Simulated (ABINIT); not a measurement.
# KSrH3 (Pm-3m): from the cell to the phonon bands, part 3 of 4

How does KSrH3 (Pm-3m) vibrate, and is this structure a minimum?

ABINIT 10.8.3; DFT PBE, scalar-relativistic, plane waves, PseudoDojo norm-conserving pseudopotentials.

So far. Step 8 (Linear response at Γ): The acoustic modes at Γ come out as far as 1.1 cm⁻¹ from zero, where they should vanish, a small numerical error; the Born charges miss their sum rule by 0.0054 e, which is good. The lowest optical mode is imaginary, 109i cm⁻¹, an instability at this level and on this k mesh. Step 9 (Zone-centre analysis): The rule moves no optical mode by more than 0.1 cm⁻¹. The relaxed cell has a = 4.780 Å (conventional setting).

The structure was built from a prototype and need not be the compound's stable phase.

### Step 10. Linear response on the mesh

Linear response treats each wavevector in the unit cell, with no supercell; the 2×2×2 mesh fixes the range of the force constants to be had.

The input, dfpt_q.abi:

```
ndtset 3

# wavevectors
qpt1 0.5 0.0 0.0
qpt2 0.5 0.5 0.0
qpt3 0.5 0.5 0.5

# displacements
getwfk_filepath "gso_WFK"
getwfq_filepath "gso_WFK"
kptopt 3
nqpt 1
rfphon 1
rfatpol 1 5
rfdir 1 1 1
tolvrs 1.0d-10
prtwf 0

# basis, mesh and filling
ecut 33.0
ngkpt 4 4 4
nshiftk 1
shiftk 0.0 0.0 0.0
istwfk *1
occopt 1
nband 11
nstep 100
diemac 9.0
prtebands 0
prtgsr 0
useylm 1

# cell and atoms
acell 3*1.0 Angstrom
rprim 
    4.780166028 0.0 0.0
    0.0 4.780166028 0.0
    0.0 0.0 4.780166028
ntypat 3
znucl 19 38 1
natom 5
typat 1 2 3 3 3
xred 
    0.0 0.0 0.0
    0.5 0.5 0.5
    0.5 0.5 0.0
    0.5 0.0 0.5
    0.0 0.5 0.5
pp_dirpath "./pseudo"
pseudos "K.upf, Sr.upf, H.upf"
```

Started as:

```
> OMP_NUM_THREADS=1 mpirun -n 4 abinit dfpt_q.abi > dfpt_q.log
```

Numbers of over 12 decimals in the logs are rounded to 6 here.

dfpt_q.abo, the main output file:

```text
[banners, grids, parts of the stress and lines that vanish by symmetry left out]
- input  file    -> dfpt_q.abi
- output file    -> dfpt_q.abo
- root for input  files -> dfpt_qi
[...]
DATASET    1 : space group Pm -3 m (#221); Bravais cP (primitive cubic)
[...]
nfft =      110592          nkpt =          64
[...]
DATASET    2 : space group Pm -3 m (#221); Bravais cP (primitive cubic)
[...]
nfft =      110592          nkpt =          64
[...]
DATASET    3 : space group Pm -3 m (#221); Bravais cP (primitive cubic)
[...]
nfft =      110592          nkpt =          64
[...]
== DATASET  1 ==================================================================
[...]
cutoff_energies: {ecut:  33.0, pawecutdg:  -1.0, }
[...]
Perturbation : displacement of atom   1   along direction   1
[...]
-ETOT  1   4.829963     -2.813E+03 7.527E+00 9.827E+03
 ETOT  2   1.434141     -3.396E+00 6.681E-02 6.511E+02
 ETOT  3   1.185743     -2.484E-01 1.885E-03 4.521E+02
 ETOT  4   1.166917     -1.883E-02 2.857E-05 6.307E+01
 ETOT  5   1.164593     -2.324E-03 3.665E-06 1.163E+01
[...]
At SCF step   13       vres2   =  8.18E-11 < tolvrs=  1.00E-10 =>converged.
[...]
Perturbation : displacement of atom   1   along direction   2
[...]
-ETOT  1   3.387177     -2.684E+03 7.536E+00 4.061E+02
[...]
At SCF step   12       vres2   =  3.67E-12 < tolvrs=  1.00E-10 =>converged.
[...]
Perturbation : displacement of atom   2   along direction   1
[...]
-ETOT  1   7.532063     -2.194E+03 1.209E+01 9.133E+03
[...]
At SCF step   14       vres2   =  1.21E-12 < tolvrs=  1.00E-10 =>converged.
[...]
Perturbation : displacement of atom   2   along direction   2
[...]
-ETOT  1   5.761359     -2.035E+03 1.185E+01 2.176E+03
[...]
At SCF step   11       vres2   =  1.90E-11 < tolvrs=  1.00E-10 =>converged.
[...]
Perturbation : displacement of atom   3   along direction   1
[...]
-ETOT  1   2.148991     -8.499E+01 1.688E-01 2.919E+04
[...]
Perturbation : displacement of atom   3   along direction   2
[...]
-ETOT  1  0.525038     -8.501E+01 2.350E-01 2.462E+03
[...]
Perturbation : displacement of atom   3   along direction   3
[...]
-ETOT  1   4.253618     -8.610E+01 2.825E-01 2.232E+03
[...]
Perturbation : displacement of atom   5   along direction   1
[...]
-ETOT  1   6.098008     -8.587E+01 1.582E-01 2.510E+04
[...]
Perturbation : displacement of atom   5   along direction   2
[...]
-ETOT  1  0.639474     -8.489E+01 1.046E-01 2.433E+03
[...]
Phonon wavevector (reduced coordinates) :  0.50000  0.00000  0.00000
 Phonon energies in Hartree :
[...]
Phonon frequencies in cm-1    :
- -6.239111E+01 -6.239111E+01 -4.609261E+01 -4.609261E+01  9.457397E+01
-  1.123179E+02  1.769128E+02  1.769128E+02  2.042117E+02  2.733545E+02
-  2.733545E+02  5.732003E+02  1.099166E+03  1.099166E+03  1.229734E+03
[...]
== DATASET  2 ==================================================================
[...]
cutoff_energies: {ecut:  33.0, pawecutdg:  -1.0, }
[...]
Perturbation : displacement of atom   1   along direction   1
[...]
-ETOT  1   3.780105     -2.751E+03 7.516E+00 5.556E+02
[...]
Perturbation : displacement of atom   1   along direction   3
[...]
-ETOT  1   3.365962     -2.680E+03 7.523E+00 4.194E+02
[...]
Perturbation : displacement of atom   2   along direction   1
[...]
-ETOT  1   6.751639     -2.117E+03 1.208E+01 3.218E+03
[...]
Perturbation : displacement of atom   2   along direction   3
[...]
-ETOT  1   5.803680     -2.029E+03 1.186E+01 2.112E+03
[...]
Perturbation : displacement of atom   3   along direction   1
[...]
-ETOT  1   1.327581     -8.504E+01 2.692E-01 9.713E+03
[...]
Perturbation : displacement of atom   3   along direction   3
[...]
-ETOT  1   4.228005     -8.607E+01 2.846E-01 2.019E+03
[...]
Perturbation : displacement of atom   4   along direction   1
[...]
-ETOT  1   1.248501     -8.511E+01 7.393E-02 8.607E+03
[...]
Perturbation : displacement of atom   4   along direction   2
[...]
-ETOT  1   5.572380     -8.562E+01 1.469E-01 1.055E+04
[...]
Perturbation : displacement of atom   4   along direction   3
[...]
-ETOT  1  0.609190     -8.487E+01 8.551E-02 2.148E+03
[...]
Phonon wavevector (reduced coordinates) :  0.50000  0.50000  0.00000
 Phonon energies in Hartree :
[...]
Phonon frequencies in cm-1    :
- -3.377612E+02 -8.243068E+01 -8.243068E+01  3.880114E+01  7.699210E+01
-  1.126952E+02  1.126952E+02  2.693353E+02  2.693353E+02  3.685644E+02
-  3.685644E+02  6.006335E+02  1.097700E+03  1.140309E+03  1.258058E+03
[...]
== DATASET  3 ==================================================================
[...]
cutoff_energies: {ecut:  33.0, pawecutdg:  -1.0, }
[...]
Perturbation : displacement of atom   1   along direction   1
[...]
-ETOT  1   3.524055     -2.728E+03 7.508E+00 4.928E+02
[...]
Perturbation : displacement of atom   2   along direction   1
[...]
-ETOT  1   6.580974     -2.088E+03 1.205E+01 3.247E+03
[...]
Perturbation : displacement of atom   3   along direction   1
[...]
-ETOT  1  0.984562     -8.508E+01 9.808E-02 5.069E+03
[...]
At SCF step   11       vres2   =  2.63E-11 < tolvrs=  1.00E-10 =>converged.
[...]
Perturbation : displacement of atom   3   along direction   3
[...]
-ETOT  1   5.366277     -8.553E+01 3.990E-01 7.122E+03
[...]
ETOT 10   4.389920      5.613E-12 2.586E-15 1.388E-10
 ETOT 11   4.389920     -1.378E-12 1.204E-16 3.696E-12
 At SCF step   11       vres2   =  3.70E-12 < tolvrs=  1.00E-10 =>converged.
[...]
Phonon wavevector (reduced coordinates) :  0.50000  0.50000  0.50000
 Phonon energies in Hartree :
[...]
Phonon frequencies in cm-1    :
- -3.455889E+02 -3.455889E+02 -3.455889E+02 -4.555572E+01 -4.555572E+01
- -4.555572E+01  1.374819E+02  1.374819E+02  1.374819E+02  5.554401E+02
-  5.554401E+02  5.554401E+02  1.139757E+03  1.139757E+03  1.277949E+03
[...]
strten2     0.0000000000E+00  0.0000000000E+00  0.0000000000E+00
           strten3     0.0000000000E+00  0.0000000000E+00  0.0000000000E+00
================================================================================
```

The job ended after 8.3 min (4 MPI ranks of Arm Neoverse V2, shared host; 33 min of CPU time).

Read from the output:

```
lowest mode on the q mesh (acoustic ones at the zone centre apart) : -345.6 cm⁻¹
```

Frequencies (cm⁻¹) before the sum rule at the irreducible wavevectors but Γ, which is solved apart; negative means imaginary. Frequencies by wavevector:

| q (fractions) | star | mode 1 | mode 2 | mode 3 | mode 4 | mode 13 | mode 14 | mode 15 |
| --- | --- | --- | --- | --- | --- | --- | --- | --- |
| 0.5 0 0 | 3 | -62.39 | -62.39 | -46.09 | -46.09 | 1099 | 1099 | 1230 |
| 0.5 0.5 0 | 3 | -337.8 | -82.43 | -82.43 | 38.8 | 1098 | 1140 | 1258 |
| 0.5 0.5 0.5 | 1 | -345.6 | -345.6 | -345.6 | -45.56 | 1140 | 1140 | 1278 |

### Step 11. Dispersion

anaddb transforms the dynamical matrices to force constants, with the dipole-dipole part treated apart, and back along the path; points of the mesh come back as solved, but for the sum rule and, in polar crystals, the LO-TO term at Γ; the rest is interpolation.

The input, anaddb.abi:

```
ddb_filepath "all_DDB"
output_file "anaddb.abo"
outdata_prefix "anaddb"
ifcflag 1
ngqpt 2 2 2
nqshft 1
q1shft 0.0 0.0 0.0
asr 1
chneut 1
dipdip 1
dipquad 0
quadquad 0
enunit 0
eivec 0
nph1l 62
qph1l 
    0.0 5.0d-06 0.0 1.0
    0.0 0.05 0.0 1.0
    0.0 0.1 0.0 1.0
    0.0 0.15 0.0 1.0
    0.0 0.2 0.0 1.0
    0.0 0.25 0.0 1.0
    0.0 0.3 0.0 1.0
    0.0 0.35 0.0 1.0
    0.0 0.4 0.0 1.0
    0.0 0.45 0.0 1.0
    0.0 0.5 0.0 1.0
    0.05 0.5 0.0 1.0
    0.1 0.5 0.0 1.0
    0.15 0.5 0.0 1.0
    0.2 0.5 0.0 1.0
    0.25 0.5 0.0 1.0
    0.3 0.5 0.0 1.0
    0.35 0.5 0.0 1.0
    0.4 0.5 0.0 1.0
    0.45 0.5 0.0 1.0
    0.5 0.5 0.0 1.0
    0.45 0.45 0.0 1.0
    0.4 0.4 0.0 1.0
    0.35 0.35 0.0 1.0
    0.3 0.3 0.0 1.0
    0.25 0.25 0.0 1.0
    0.2 0.2 0.0 1.0
    0.15 0.15 0.0 1.0
    0.1 0.1 0.0 1.0
    0.05 0.05 0.0 1.0
    5.0d-06 5.0d-06 5.0d-06 1.0
    0.05 0.05 0.05 1.0
    0.1 0.1 0.1 1.0
    0.15 0.15 0.15 1.0
    0.2 0.2 0.2 1.0
    0.25 0.25 0.25 1.0
    0.3 0.3 0.3 1.0
    0.35 0.35 0.35 1.0
    0.4 0.4 0.4 1.0
    0.45 0.45 0.45 1.0
    0.5 0.5 0.5 1.0
    0.45 0.5 0.45 1.0
    0.4 0.5 0.4 1.0
    0.35 0.5 0.35 1.0
    0.3 0.5 0.3 1.0
    0.25 0.5 0.25 1.0
    0.2 0.5 0.2 1.0
    0.15 0.5 0.15 1.0
    0.1 0.5 0.1 1.0
    0.05 0.5 0.05 1.0
    0.0 0.5 0.0 1.0
    0.5 0.5 0.5 1.0
    0.5 0.5 0.45 1.0
    0.5 0.5 0.4 1.0
    0.5 0.5 0.35 1.0
    0.5 0.5 0.3 1.0
    0.5 0.5 0.25 1.0
    0.5 0.5 0.2 1.0
    0.5 0.5 0.15 1.0
    0.5 0.5 0.1 1.0
    0.5 0.5 0.05 1.0
    0.5 0.5 0.0 1.0
```

The input, mrgddb.in:

```
all_DDB
merged
4
dfpt_gammao_DS2_DDB
dfpt_qo_DS1_DDB
dfpt_qo_DS2_DDB
dfpt_qo_DS3_DDB
```

Started as:

```
> mrgddb < mrgddb.in > mrgddb.log
> OMP_NUM_THREADS=1 anaddb anaddb.abi > anaddb.log
```

anaddb.abo, the main output file:

```text
[banners, grids, parts of the stress and lines that vanish by symmetry left out]
-outvars_anaddb: echo values of input variables ----------------------

 Flags :
[...]
Dielectric Tensor and Effective Charges
[...]
Effective charge tensors after
[...]
Phonon wavevector (reduced coordinates) :  0.00000  0.00001  0.00000
 Phonon energies in Hartree :
[...]
Phonon frequencies in cm-1    :
- -1.087379E+02 -1.087379E+02 -1.087379E+02 -9.106416E+01 -9.106416E+01
-  0.000000E+00  0.000000E+00  0.000000E+00  8.907858E+01  2.644222E+02
-  2.644222E+02  5.418748E+02  1.100695E+03  1.100695E+03  1.193013E+03
[...]
Phonon wavevector (reduced coordinates) :  0.00000  0.05000  0.00000
 Phonon energies in Hartree :
[...]
Phonon frequencies in cm-1    :
- -1.040224E+02 -1.040224E+02 -1.025185E+02 -9.021265E+01 -9.021265E+01
-  8.335628E+00  8.335628E+00  1.653687E+01  8.959783E+01  2.644174E+02
-  2.644174E+02  5.426773E+02  1.100658E+03  1.100658E+03  1.193907E+03
[...]
Phonon wavevector (reduced coordinates) :  0.00000  0.10000  0.00000
 Phonon energies in Hartree :
[...]
Phonon frequencies in cm-1    :
- -9.300900E+01 -9.300900E+01 -8.418405E+01 -8.418405E+01 -8.184242E+01
-  1.983633E+01  1.983633E+01  3.246647E+01  9.110234E+01  2.644352E+02
-  2.644352E+02  5.449961E+02  1.100553E+03  1.100553E+03  1.196504E+03
[...]
Phonon wavevector (reduced coordinates) :  0.00000  0.15000  0.00000
 Phonon energies in Hartree :
[...]
Phonon frequencies in cm-1    :
- -8.832724E+01 -8.832724E+01 -6.195088E+01 -6.195088E+01 -2.765022E+01
-  4.199647E+01  4.199647E+01  4.722903E+01  9.344693E+01  2.645706E+02
-  2.645706E+02  5.485773E+02  1.100388E+03  1.100388E+03  1.200554E+03
[...]
Phonon wavevector (reduced coordinates) :  0.00000  0.20000  0.00000
 Phonon energies in Hartree :
[...]
Phonon frequencies in cm-1    :
- -8.476096E+01 -8.476096E+01 -4.517904E+01 -4.517904E+01  6.034792E+01
-  7.825549E+01  7.825549E+01  8.189204E+01  9.642978E+01  2.649708E+02
[...]
Phonon wavevector (reduced coordinates) :  0.00000  0.25000  0.00000
 Phonon energies in Hartree :
[...]
Phonon frequencies in cm-1    :
[...]
Phonon wavevector (reduced coordinates) :  0.00000  0.30000  0.00000
 Phonon energies in Hartree :
[...]
Phonon frequencies in cm-1    :
[...]
Phonon wavevector (reduced coordinates) :  0.00000  0.35000  0.00000
 Phonon energies in Hartree :
[...]
Phonon frequencies in cm-1    :
[...]
Phonon wavevector (reduced coordinates) :  0.00000  0.40000  0.00000
 Phonon energies in Hartree :
[...]
Phonon frequencies in cm-1    :
[...]
Phonon wavevector (reduced coordinates) :  0.00000  0.45000  0.00000
 Phonon energies in Hartree :
[...]
Phonon frequencies in cm-1    :
[...]
Phonon wavevector (reduced coordinates) :  0.00000  0.50000  0.00000
 Phonon energies in Hartree :
[...]
Phonon frequencies in cm-1    :
[...]
Phonon wavevector (reduced coordinates) :  0.05000  0.50000  0.00000
 Phonon energies in Hartree :
[...]
Phonon frequencies in cm-1    :
[...]
Phonon wavevector (reduced coordinates) :  0.10000  0.50000  0.00000
 Phonon energies in Hartree :
[...]
Phonon frequencies in cm-1    :
[...]
Phonon wavevector (reduced coordinates) :  0.15000  0.50000  0.00000
 Phonon energies in Hartree :
[...]
Phonon frequencies in cm-1    :
[...]
Phonon frequencies in cm-1    :
[...]
Phonon wavevector (reduced coordinates) :  0.25000  0.25000  0.25000
 Phonon energies in Hartree :
[...]
Phonon frequencies in cm-1    :
[...]
-  5.016051E+01  1.043359E+02  1.292333E+02  1.292333E+02  4.162925E+02
-  4.162925E+02  5.717698E+02  1.119758E+03  1.119758E+03  1.228443E+03
  Phonon wavevector (reduced coordinates) :  0.30000  0.30000  0.30000
 Phonon energies in Hartree :
[...]
Phonon frequencies in cm-1    :
- -2.588226E+02 -2.328144E+02 -2.328144E+02 -3.833336E+01 -3.833336E+01
-  3.217221E+01  1.164162E+02  1.289763E+02  1.289763E+02  4.661018E+02
-  4.661018E+02  5.716670E+02  1.126097E+03  1.126097E+03  1.243025E+03
  Phonon wavevector (reduced coordinates) :  0.35000  0.35000  0.35000
 Phonon energies in Hartree :
[...]
Phonon frequencies in cm-1    :
- -2.932254E+02 -2.789602E+02 -2.789602E+02 -4.226238E+01 -4.226238E+01
[...]
Phonon wavevector (reduced coordinates) :  0.40000  0.40000  0.40000
 Phonon energies in Hartree :
[...]
Phonon frequencies in cm-1    :
[...]
Phonon wavevector (reduced coordinates) :  0.45000  0.45000  0.45000
 Phonon energies in Hartree :
[...]
Phonon frequencies in cm-1    :
[...]
Phonon wavevector (reduced coordinates) :  0.50000  0.50000  0.50000
 Phonon energies in Hartree :
[...]
Phonon wavevector (reduced coordinates) :  0.50000  0.50000  0.05000
 Phonon energies in Hartree :
[...]
Phonon frequencies in cm-1    :
[...]
Phonon wavevector (reduced coordinates) :  0.50000  0.50000  0.00000
 Phonon energies in Hartree :
[...]
Phonon frequencies in cm-1    :
[...]
-  1.127002E+02  1.127002E+02  2.693281E+02  2.693281E+02  3.685598E+02
-  3.685598E+02  6.006303E+02  1.097741E+03  1.140348E+03  1.258093E+03
-
```

It took 0.78 s on 1 thread.

Read from the output:

* lowest frequency on the path: -345.6 cm⁻¹

Anaddb, dipole-dipole term. Phonon branches along the path, in cm⁻¹:

| point | branch 1 | branch 2 | branch 3 | branch 4 | branch 12 | branch 13 | branch 14 | branch 15 |
| --- | --- | --- | --- | --- | --- | --- | --- | --- |
| Γ | -109 | -109 | -109 | -91 | 542 | 1101 | 1101 | 1193 |
| halfway | -81 | -81 | -40 | -40 | 558 | 1100 | 1100 | 1211 |
| X | -62 | -62 | -46 | -46 | 573 | 1099 | 1099 | 1230 |
| halfway | -248 | -67 | -58 | -18 | 589 | 1098 | 1125 | 1240 |
| M | -338 | -82 | -82 | 39 | 601 | 1098 | 1140 | 1258 |
| halfway | -205 | -77 | -54 | 15 | 575 | 1099 | 1120 | 1220 |
| Γ | -109 | -109 | -109 | -91 | 542 | 1101 | 1101 | 1193 |
| halfway | -222 | -182 | -182 | -31 | 572 | 1120 | 1120 | 1228 |
| R | -346 | -346 | -346 | -46 | 555 | 1140 | 1140 | 1278 |
| halfway | -262 | -229 | -191 | -40 | 578 | 1120 | 1128 | 1248 |
| X | -62 | -62 | -46 | -46 | 573 | 1099 | 1099 | 1230 |
| jump to R | -346 | -346 | -346 | -46 | 555 | 1140 | 1140 | 1278 |
| halfway | -342 | -247 | -247 | -41 | 578 | 1123 | 1140 | 1265 |
| M | -338 | -82 | -82 | 39 | 601 | 1098 | 1140 | 1258 |

The path dips to 346i cm⁻¹.

(Continued in part 4 of 4.)

[Host names and launcher messages were left out of these logs when they were recorded.]

[Logs are printed without paths, hosts, clocks, repeated set-up lines and the standing remarks that a program may print on its own settings, such as how far it seeks lower states.]

[Hosts, paths, dates, database ids (printed as entryN), source tags and the programs' standing remarks are cut or masked in the printed files.]
